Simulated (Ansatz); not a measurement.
# Y4S3N2 (C2/m): the gap up the ladder of methods, part 2 of 3

What gap does each level of theory give for Y4S3N2 (C2/m), and in what time?

Ansatz 0.2.0; density functionals, hybrids and G0W0, plane waves, PAW. Known limits of the many-body steps: finite bands, screening cutoff and k mesh; no spin-orbit coupling in G0W0.

So far. Step 4 (PBE on the 6×6×4 mesh): Over mesh and path the gap is 1.428 eV, from k = (-0.500, -0.500, 0.500) to k = (-0.500, -0.500, 0.000). The least direct gap found is 1.468 eV, at k = (-0.500, -0.500, 0.500). PBE against PBEsol: 1.428 − 1.365 = +0.063 eV, with the same mesh, files and cutoff, and both edges at the same k points. Step 5 (PBE+SOC on the 6×6×4 mesh): Over mesh and listed points the gap is 1.428 eV, from k = (-0.500, -0.500, 0.500) to k = (-0.500, -0.500, 0.000).

In doubt: masses and optical values from hybrid runs of this build are listed as unsure (step 11), which bears on the screening that GW takes from such a start.

### Step 6. r2SCAN on the 6×6×4 mesh

r2SCAN is a meta-GGA: it depends on the kinetic-energy density as well as on the density and its gradient.

This step: DFT, r2SCAN, plane waves, PAW; PAW set soft_1.

input.yaml

```yaml
crystal:
  lattice:
    - [6.4622478753, -1.9155154099, 0.0]
    - [6.4622478753, 1.9155154099, 0.0]
    - [-6.1150777327, 0.0, 7.7218549571]
  atoms:
    - { symbol: "Y", position: [0.76032434, 0.76032434, 0.64851811] }
    - { symbol: "Y", position: [0.23967566, 0.23967566, 0.35148189] }
    - { symbol: "Y", position: [0.43654668, 0.43654668, 0.14567864] }
    - { symbol: "Y", position: [0.56345332, 0.56345332, 0.85432136] }
    - { symbol: S, position: [0.0, 0.0, 0.0] }
    - { symbol: S, position: [0.17442465, 0.17442465, 0.78433872] }
    - { symbol: S, position: [0.82557535, 0.82557535, 0.21566128] }
    - { symbol: "N", position: [0.64303648, 0.64303648, 0.36114028] }
    - { symbol: "N", position: [0.35696352, 0.35696352, 0.63885972] }
kpoints:
  mp_grid: { grid: [6, 6, 4] }
  band_path:
    path:
      - [0.0, 0.0, 0.0]
      - [-0.28574107, 0.28574107, 0.0]
      - [-0.71425893, -0.28574107, 0.0]
      - [-0.5, -0.5, 0.0]
      - [-0.5, -0.5, 0.5]
      - [-0.7433739, -0.2566261, 0.5]
      - [-0.2566261, 0.2566261, 0.5]
      - [0.0, 0.0, 0.5]
    npoints: 1
hamiltonian:
  xc: r2scan
  pseudopotentials: { kind: paw, azcp: { folder: soft_1 } }
scf:
  occupations: { method: fixed }
  n_extra_bands: 7
output:
  eigenvalues: true
  forces: true
  stress: true
```

Launch:

```
ansatz run input.yaml --threads 2 --pin off --max-ram 92160MiB --backend cuda --events-out ev --progress --plain --runs-dir out --devices 1 --max-vram 13GiB
```

Numbers of over 12 decimals in the logs are rounded to 6 here.

Log:

```text
[...]
GPUs: using 1 of 1 available (devices: 1).
[...]
GPU FFT provider: cuFFT
GPU libraries: cuBLAS 13.8.2, cuFFT 12.4.0, cuSOLVER 12.3.4
Crystal: 9 atoms, lattice volume = 191.171 Å³
Basis set: ecut = 500 eV, 4845 PW (Γ), FFT grids on a1−a2, a2, a1+a3, exchange–correlation on 120×200×240 points (64 copies of the dense FFT grid, shifted against one another)
[...]
k-point 0: bands = [... 32 lower, 6.6284, 6.9541, 7.1855, 7.7093, 9.9872, 10.9472, 11.5057, 11.7042, ... 3 higher]
  k-point 1: bands = [... 32 lower, 6.5993, 7.1194, 7.1216, 7.4001, 10.0117, 10.9027, 11.6357, 11.7728, ... 3 higher]
  k-point 2: bands = [... 32 lower, 6.7103, 7.0347, 7.1619, 7.2445, 10.0375, 10.8554, 11.5297, 11.8267, ... 3 higher]
  k-point 46: bands = [... 32 lower, 6.7469, 6.8098, 6.9983, 7.8605, 9.6364, 10.7304, 11.6263, 11.6736, ... 3 higher]
[key lines of the parts left out:]
SCF converged after 9 iterations
Free energy (F): -18946.288923 eV
Fermi energy:    7.860492 eV
P = ⅓ Tr σ = -0.0175 GPa (-0.175 kbar)
```

The job ended after 8.8 s (1 × NVIDIA H100 80GB HBM3 (shared by 6 runs) with 2 threads of AMD EPYC 7R13 (Zen 3), shared host; peak memory 1.2 GiB; 12 s of CPU time).

This step gave:

- pressure: -0.01747 GPa
- gap: 1.731 eV
- valence top at: M_2
- conduction bottom at: Y_2
- least direct gap: 1.776 eV

Over mesh and listed points the gap is 1.731 eV, from k = (-0.500, -0.500, 0.500) to k = (-0.500, -0.500, 0.000). The least direct gap found is 1.776 eV, at k = (-0.500, -0.500, 0.500). r2SCAN against PBE: 1.731 − 1.428 = +0.303 eV. The runs also differ in plane-wave cutoff (420 eV and 500 eV), so how much of this comes from the functional alone is not known.

### Step 7. HSE06 on the 4×4×2 mesh

HSE06 mixes in a quarter of exact exchange at short range.

This step: DFT, HSE06, plane waves, PAW; PAW set soft_1.

Edit input.yaml of step 6 so:

```diff
@@ -16,3 +16,3 @@
 kpoints:
-  mp_grid: { grid: [6, 6, 4] }
+  mp_grid: { grid: [4, 4, 2] }
   band_path:
@@ -29,3 +29,3 @@
 hamiltonian:
-  xc: r2scan
+  xc: hse06
   pseudopotentials: { kind: paw, azcp: { folder: soft_1 } }
@@ -36,3 +36 @@
   eigenvalues: true
-  forces: true
-  stress: true
```

Log:

```text
[...]
GPUs: using 1 of 1 available (devices: 1).
[...]
davidson cushion auto → on  (no smearing: the cushion is to keep the highest requested band from converging to the state above it; pin scf.eigensolver.cushion to override)
[...]
GPU FFT provider: cuFFT
GPU libraries: cuBLAS 13.8.2, cuFFT 12.4.0, cuSOLVER 12.3.4
Crystal: 9 atoms, lattice volume = 191.171 Å³
Basis set: ecut = 420 eV, 3763 PW (Γ), FFT grids on a1−a2, a2, a1+a3
[...]
Fermi energy:    7.410477 eV
[...]
--- Band table (eV; the first three rows and the last of 14) ---
  k-point 0: bands = [... 32 lower, 6.1173, 6.5337, 6.7578, 7.2427, 10.1904, 11.1798, 11.5734, 11.9946, ... 3 higher]
  k-point 1: bands = [... 32 lower, 6.2090, 6.5993, 6.6102, 6.8185, 10.2481, 11.0772, 11.7613, 12.1203, ... 3 higher]
  k-point 2: bands = [... 32 lower, 6.2374, 6.5738, 6.6466, 6.8728, 11.3228, 11.6982, 11.8744, 12.2154, ... 3 higher]
  k-point 13: bands = [... 32 lower, 6.2466, 6.3523, 6.5245, 7.4105, 9.7909, 10.9194, 11.8209, 11.8864, ... 3 higher]
[key lines of the parts left out:]
Free energy (F): -18898.885058 eV
```

It took 42 s on 1 × NVIDIA H100 80GB HBM3 (shared by 6 runs) with 2 threads; peak memory 1.6 GiB.

This step gave:

- gap: 2.335 eV
- valence top at: M_2
- conduction bottom at: Y_2
- least direct gap: 2.380 eV
- exact-exchange fraction: 0.25

Over mesh and listed points the gap is 2.335 eV, from k = (-0.500, -0.500, 0.500) to k = (-0.500, -0.500, 0.000). The least direct gap found is 2.380 eV, at k = (-0.500, -0.500, 0.500). HSE06 against PBE: 2.335 − 1.428 = +0.907 eV. The runs also differ in mesh (6×6×4 and 4×4×2), so how much of this comes from the functional alone is not known.

### Step 8. PBE0 on the 4×4×2 mesh

PBE0 mixes in a quarter of exact exchange at all distances.

This step: DFT, PBE0, plane waves, PAW; PAW set soft_1.

Edit input.yaml of step 7 so:

```diff
@@ -29,3 +29,3 @@
 hamiltonian:
-  xc: hse06
+  xc: pbe0
   pseudopotentials: { kind: paw, azcp: { folder: soft_1 } }
@@ -36 +36,5 @@
   eigenvalues: true
+  write_density: true
+  write_potential: true
+  elf: true
+  volumetric_format: npy
```

Log:

```text
[...]
GPUs: using 1 of 1 available (devices: 1).
[...]
GPU FFT provider: cuFFT
GPU libraries: cuBLAS 13.8.2, cuFFT 12.4.0, cuSOLVER 12.3.4
Crystal: 9 atoms, lattice volume = 191.171 Å³
Basis set: ecut = 420 eV, 3763 PW (Γ), FFT grids on a1−a2, a2, a1+a3
Bands: 43, of which v1, the nominal top of the filled ones, is band 36 counted from 1 (35 counted from 0)
Symmetry: 4 space group operations
[...]
k-points: 14 of 32
[...]
Fermi energy:    7.050405 eV
[...]
--- Band table (eV; the first three rows and the last of 14) ---
  k-point 0: bands = [... 32 lower, 5.7310, 6.1698, 6.3935, 6.8781, 10.5424, 11.5434, 11.9023, 12.3572, ... 3 higher]
  k-point 1: bands = [... 32 lower, 5.8266, 6.2283, 6.2328, 6.4572, 10.6029, 11.4375, 12.1193, 12.4813, ... 3 higher]
  k-point 2: bands = [... 32 lower, 5.8521, 6.1958, 6.2747, 6.5036, 11.6860, 12.0558, 12.2283, 12.5805, ... 3 higher]
  k-point 13: bands = [... 32 lower, 5.8670, 5.9759, 6.1503, 7.0504, 10.1352, 11.2654, 12.1657, 12.2492, ... 3 higher]
[key lines of the parts left out:]
Free energy (F): -18898.673768 eV
```

Run time: 43 s. Hardware: 1 × NVIDIA H100 80GB HBM3 (shared by 6 runs) with 2 threads; peak memory 1.6 GiB.

This step gave:

* gap: 3.039 eV
* valence top at: M_2
* conduction bottom at: Y_2
* least direct gap: 3.085 eV
* exact-exchange fraction: 0.25

Over mesh and listed points the gap is 3.039 eV, from k = (-0.500, -0.500, 0.500) to k = (-0.500, -0.500, 0.000). The least direct gap found is 3.085 eV, at k = (-0.500, -0.500, 0.500). PBE0 against HSE06: 3.039 − 2.335 = +0.704 eV, with the same mesh, files and cutoff, and both edges at the same k points.

### Step 9. DDH-PBE0 on the 4×4×2 mesh

The input asks for a share of exact exchange of one over the crystal's ε∞, which the program works out first.

This step: DFT, dielectric-dependent PBE0 (fraction 1/eps_inf of PBE), plane waves, PAW; PAW set soft_1.

Edit input.yaml of step 8 so:

```diff
@@ -15,2 +15,3 @@
     - { symbol: "N", position: [0.35696352, 0.35696352, 0.63885972] }
+  host: atoms
 kpoints:
@@ -29,3 +30,6 @@
 hamiltonian:
-  xc: pbe0
+  xc:
+    exchange: pbe
+    correlation: pbe
+    exx: { coeff: inverse_dielectric }
   pseudopotentials: { kind: paw, azcp: { folder: soft_1 } }
```

Log:

```text
[...]
the fraction of exact exchange is that of a crystal of Y4S3N2
GPUs: using 1 of 1 available (devices: 1).
[...]
a weight of exact exchange comes from the crystal, and the text's number only plans the run
Solving k-mesh 4×4×2 for the fraction of exact exchange
[...]
Fermi energy:    7.429359 eV
[...]
--- Band table (eV; the first three rows and the last of 14) ---
  k-point 0: bands = [... 32 lower, 6.1395, 6.5605, 6.7771, 7.2643, 10.2579, 11.2317, 11.6330, 12.0149, ... 3 higher]
  k-point 1: bands = [... 32 lower, 6.2252, 6.6285, 6.6485, 6.8412, 10.3144, 11.1326, 11.7996, 12.1446, ... 3 higher]
  k-point 2: bands = [... 32 lower, 6.2635, 6.5966, 6.6693, 6.8959, 11.3678, 11.7367, 11.9182, 12.2508, ... 3 higher]
  k-point 13: bands = [... 32 lower, 6.2804, 6.3644, 6.5420, 7.4294, 9.8836, 10.9827, 11.8861, 11.9070, ... 3 higher]
[key lines of the parts left out:]
Free energy (F): -18894.045692 eV
```

Elapsed: 2 min, on 1 × NVIDIA H100 80GB HBM3 (shared by 6 runs) with 2 threads; peak memory 3.4 GiB.

This step gave:

- gap: 2.411 eV
- valence top at: M_2
- conduction bottom at: Y_2
- least direct gap: 2.454 eV
- exact-exchange fraction: 0.1551

Over mesh and listed points the gap is 2.411 eV, from k = (-0.500, -0.500, 0.500) to k = (-0.500, -0.500, 0.000). The least direct gap found is 2.454 eV, at k = (-0.500, -0.500, 0.500). DDH-PBE0 against PBE0: 2.411 − 3.039 = −0.628 eV, with the same mesh, files and cutoff, and both edges at the same k points.

### Step 10. G0W0@PBE, 4×4×2 mesh, 1048 empty bands, screening to 180 eV, PAW set soft_1 files

G0W0 replaces the xc potential by a self-energy built once from the orbitals of the start. Levels are corrected in the window of bands that the input names, at points of the mesh.

This step: G0W0 on PBE, plane waves, PAW; PAW set soft_1.

input.yaml

```yaml
crystal:
  lattice:
    - [6.4622478753, -1.9155154099, 0.0]
    - [6.4622478753, 1.9155154099, 0.0]
    - [-6.1150777327, 0.0, 7.7218549571]
  atoms:
    - { symbol: "Y", position: [0.76032434, 0.76032434, 0.64851811] }
    - { symbol: "Y", position: [0.23967566, 0.23967566, 0.35148189] }
    - { symbol: "Y", position: [0.43654668, 0.43654668, 0.14567864] }
    - { symbol: "Y", position: [0.56345332, 0.56345332, 0.85432136] }
    - { symbol: S, position: [0.0, 0.0, 0.0] }
    - { symbol: S, position: [0.17442465, 0.17442465, 0.78433872] }
    - { symbol: S, position: [0.82557535, 0.82557535, 0.21566128] }
    - { symbol: "N", position: [0.64303648, 0.64303648, 0.36114028] }
    - { symbol: "N", position: [0.35696352, 0.35696352, 0.63885972] }
kpoints:
  mp_grid: { grid: [4, 4, 2] }
hamiltonian:
  xc: pbe
  pseudopotentials: { kind: paw, azcp: { folder: soft_1 } }
scf:
  occupations: { method: fixed }
gw:
  n_empty_bands: 1048
  ecut_chi: 180.0
  qp_bands: [v3, c3]
  qp_kpoints: band_edges
  screening: { model: contour_deformation }
```

Log:

```text
GPUs: using 1 of 1 available (devices: 1).
[...]
GPU FFT provider: cuFFT
GPU libraries: cuBLAS 13.8.2, cuFFT 12.4.0, cuSOLVER 12.3.4
Crystal: 9 atoms, lattice volume = 191.171 Å³
Basis set: ecut = 420 eV, 3763 PW (Γ)
Bands: 45, of which v1, the nominal top of the filled ones, is band 36 counted from 1 (35 counted from 0)
Symmetry: 4 space group operations
[...]
k-points: 14 of 32
[...]
1    35      7.3109   -20.1729     2.8195   -16.7622  0.7304     6.7124     6.7198  root
[...]
13    36      8.0189   -20.1330     2.4272   -17.1273  0.7409     7.4350     7.4405  root
    13    37      9.4882    -8.2694    -3.9546   -12.5436  0.7839     9.8089     9.8078  root
    13    38     10.5241    -6.9869    -4.3316   -11.6207  0.7871    10.8277    10.8263  root
    13    39     11.3590    -8.5898    -4.7871   -13.9614  0.7847    11.9486    11.9435  root
[key lines of the parts left out:]
SCF converged after 10 iterations
Free energy (F): -18886.652592 eV
Fermi energy:    8.018904 eV
```

It took 91 s on 1 × NVIDIA H100 80GB HBM3 (shared by 6 runs) with 2 threads; peak memory 4.3 GiB; 2.4 min of CPU time.

Numbers from this step:

| Item | Value |
| --- | --- |
| bands summed | 1084 |
| RPA ε∞ on this mesh (eigenvalues) | 5.882, 6.078, 6.478 |
| plane waves in the screening matrix | 1059 |
| G0W0 gap over the corrected points | 2.314 eV |
| k of the valence top | -0.5, -0.5, -0.5 |
| k of the conduction bottom | -0.5, -0.5, 0 |
| starting gap on the mesh | 1.429 eV |
| Z at the valence top | 0.7409 |
| Z at the conduction bottom | 0.7840 |
| least direct G0W0 gap over the corrected points | 2.367 eV |

Over 12 of 14 irreducible mesh points the G0W0 gap is 2.314 eV, from k = (-0.500, -0.500, -0.500) to k = (-0.500, -0.500, 0.000). The PBE gap of this run on the mesh is 1.429 eV. The two states that bound the G0W0 gap lie that far apart at the start, so the correction of the gap is 2.314 − 1.429 = +0.885 eV.

### Step 11. G0W0@HSE06, 4×4×2 mesh, 1048 empty bands, screening to 180 eV, PAW set soft_1 files

This step: G0W0 on HSE06, plane waves, PAW; PAW set soft_1.

Edit input.yaml of step 10 so:

```diff
@@ -18,3 +18,3 @@
 hamiltonian:
-  xc: pbe
+  xc: hse06
   pseudopotentials: { kind: paw, azcp: { folder: soft_1 } }
```

Log:

```text
GPUs: using 1 of 1 available (devices: 1).
[...]
GPU FFT provider: cuFFT
GPU libraries: cuBLAS 13.8.2, cuFFT 12.4.0, cuSOLVER 12.3.4
Crystal: 9 atoms, lattice volume = 191.171 Å³
Basis set: ecut = 420 eV, 3763 PW (Γ)
Bands: 45, of which v1, the nominal top of the filled ones, is band 36 counted from 1 (35 counted from 0)
Symmetry: 4 space group operations
[...]
k-points: 14 of 32
[...]
1    34      6.5993   -18.9417     1.9463   -16.5824  0.7828     6.1844     6.1863  root
     1    35      6.6102   -20.3183     2.5911   -17.5867  0.7652     6.4694     6.4696  root
[...]
13    36      7.4104   -20.2556     2.2527   -17.8161  0.7742     7.2232     7.2236  root
    13    37      9.7909    -7.5917    -3.8817   -11.6647  0.8147     9.9826     9.9822  root
    13    38     10.9194    -6.4513    -4.0902   -10.6430  0.8174    11.0209    11.0208  root
    13    39     11.8209    -6.4730    -4.0381   -10.6116  0.8191    11.9213    11.9212  root
[key lines of the parts left out:]
Free energy (F): -18898.885030 eV
Fermi energy:    7.410434 eV
```

Elapsed: 4.7 min, on 1 × NVIDIA H100 80GB HBM3 (shared by 6 runs) with 2 threads; peak memory 4.8 GiB.

This step gave:

* bands summed: 1084
* RPA ε∞ on this mesh (eigenvalues): 4.656, 4.768, 5.016
* plane waves in the screening matrix: 1059
* G0W0 gap over the corrected points: 2.704 eV
* k of the valence top: -0.5, -0.5, -0.5
* k of the conduction bottom: -0.5, -0.5, 0
* starting gap on the mesh: 2.335 eV
* Z at the valence top: 0.7742
* Z at the conduction bottom: 0.8147
* least direct G0W0 gap over the corrected points: 2.759 eV

Over 13 of 14 irreducible mesh points the G0W0 gap is 2.704 eV, from k = (-0.500, -0.500, -0.500) to k = (-0.500, -0.500, 0.000). The HSE06 gap of this run on the mesh is 2.335 eV. The two states that bound the G0W0 gap lie that far apart at the start, so the correction of the gap is 2.704 − 2.335 = +0.369 eV. G0W0@HSE06 against G0W0@PBE with 1084 bands: 2.704 − 2.314 = +0.390 eV, with the same mesh, files and cutoffs, and both edges at the same k points.

### Step 12. G0W0@r2SCAN, 4×4×2 mesh, 1048 empty bands, screening to 180 eV, PAW set soft_1 files

This step: G0W0 on r2SCAN, plane waves, PAW; PAW set soft_1.

Edit input.yaml of step 11 so:

```diff
@@ -18,3 +18,3 @@
 hamiltonian:
-  xc: hse06
+  xc: r2scan
   pseudopotentials: { kind: paw, azcp: { folder: soft_1 } }
```

Log:

```text
GPUs: using 1 of 1 available (devices: 1).
[...]
GPU FFT provider: cuFFT
GPU libraries: cuBLAS 13.8.2, cuFFT 12.4.0, cuSOLVER 12.3.4
Crystal: 9 atoms, lattice volume = 191.171 Å³
Basis set: ecut = 500 eV, 4845 PW (Γ), exchange–correlation on 200×200×288 points (64 copies of the dense FFT grid, shifted against one another)
Bands: 45, of which v1, the nominal top of the filled ones, is band 36 counted from 1 (35 counted from 0)
[...]
1    35      7.1613   -20.3225     2.7787   -17.0871  0.7444     6.7010     6.7047  root
[...]
13    36      7.8606   -20.2765     2.4202   -17.4224  0.7543     7.4240     7.4267  root
    13    37      9.6376    -8.0162    -3.9263   -12.2501  0.7979     9.9462     9.9452  root
    13    38     10.7308    -6.8524    -4.2211   -11.3224  0.8001    10.9805    10.9797  root
    13    39     11.6263    -8.6198    -4.6425   -13.7557  0.7969    12.1229    12.1198  root
[key lines of the parts left out:]
SCF converged after 9 iterations
Free energy (F): -18946.282190 eV
Fermi energy:    7.860599 eV
```

Elapsed: 2.1 min, on 1 × NVIDIA H100 80GB HBM3 (shared by 6 runs) with 2 threads; peak memory 5.1 GiB; 3.5 min of CPU time.

Numbers from this step:

```
bands summed                                    : 1084
RPA ε∞ on this mesh (eigenvalues)               : 5.208, 5.337, 5.627
plane waves in the screening matrix             : 1059
G0W0 gap over the corrected points              : 2.464 eV
k of the valence top                            : -0.5, -0.5, -0.5
k of the conduction bottom                      : -0.5, -0.5, 0
starting gap on the mesh                        : 1.732 eV
Z at the valence top                            : 0.7543
Z at the conduction bottom                      : 0.7979
least direct G0W0 gap over the corrected points : 2.519 eV
```

Over 12 of 14 irreducible mesh points the G0W0 gap is 2.464 eV, from k = (-0.500, -0.500, -0.500) to k = (-0.500, -0.500, 0.000). The r2SCAN gap of this run on the mesh is 1.732 eV. The two states that bound the G0W0 gap lie that far apart at the start, so the correction of the gap is 2.464 − 1.732 = +0.732 eV. G0W0@r2SCAN against G0W0@HSE06 with 1084 bands: 2.464 − 2.704 = −0.240 eV. The runs also differ in plane-wave cutoff (420 eV and 500 eV), so how much of this comes from the start alone is not known.

(Continued in part 3 of 3.)

[Paths, hosts, dates, memory and timing lines, banners, echoed tables and standing remarks are left out of the program output.]

[Logs are printed without paths, hosts, clocks, repeated set-up lines and the standing remarks that a program may print on its own settings, such as how far it seeks lower states.]

[Runs of the session that timed out or met a known fault of the program may be left out.]

[Cells called generated may have been cut or substituted from an entry of the Crystallography Open Database or the Materials Project.]

[Hosts, paths, dates, database ids (printed as entryN), source tags and the programs' standing remarks are cut or masked in the printed files.]

[Where an RPA ε∞ is given, it is that of the G0W0 mesh and is not shown converged in it. Names of k-points follow the symmetry that the program found, which can be lower than the space group named. Band edges on a path are those of the sampled points; other points can move an edge, and change direct to indirect where valleys lie close.]

[Hybrid gaps are those of their k-mesh and are not shown converged in it.]
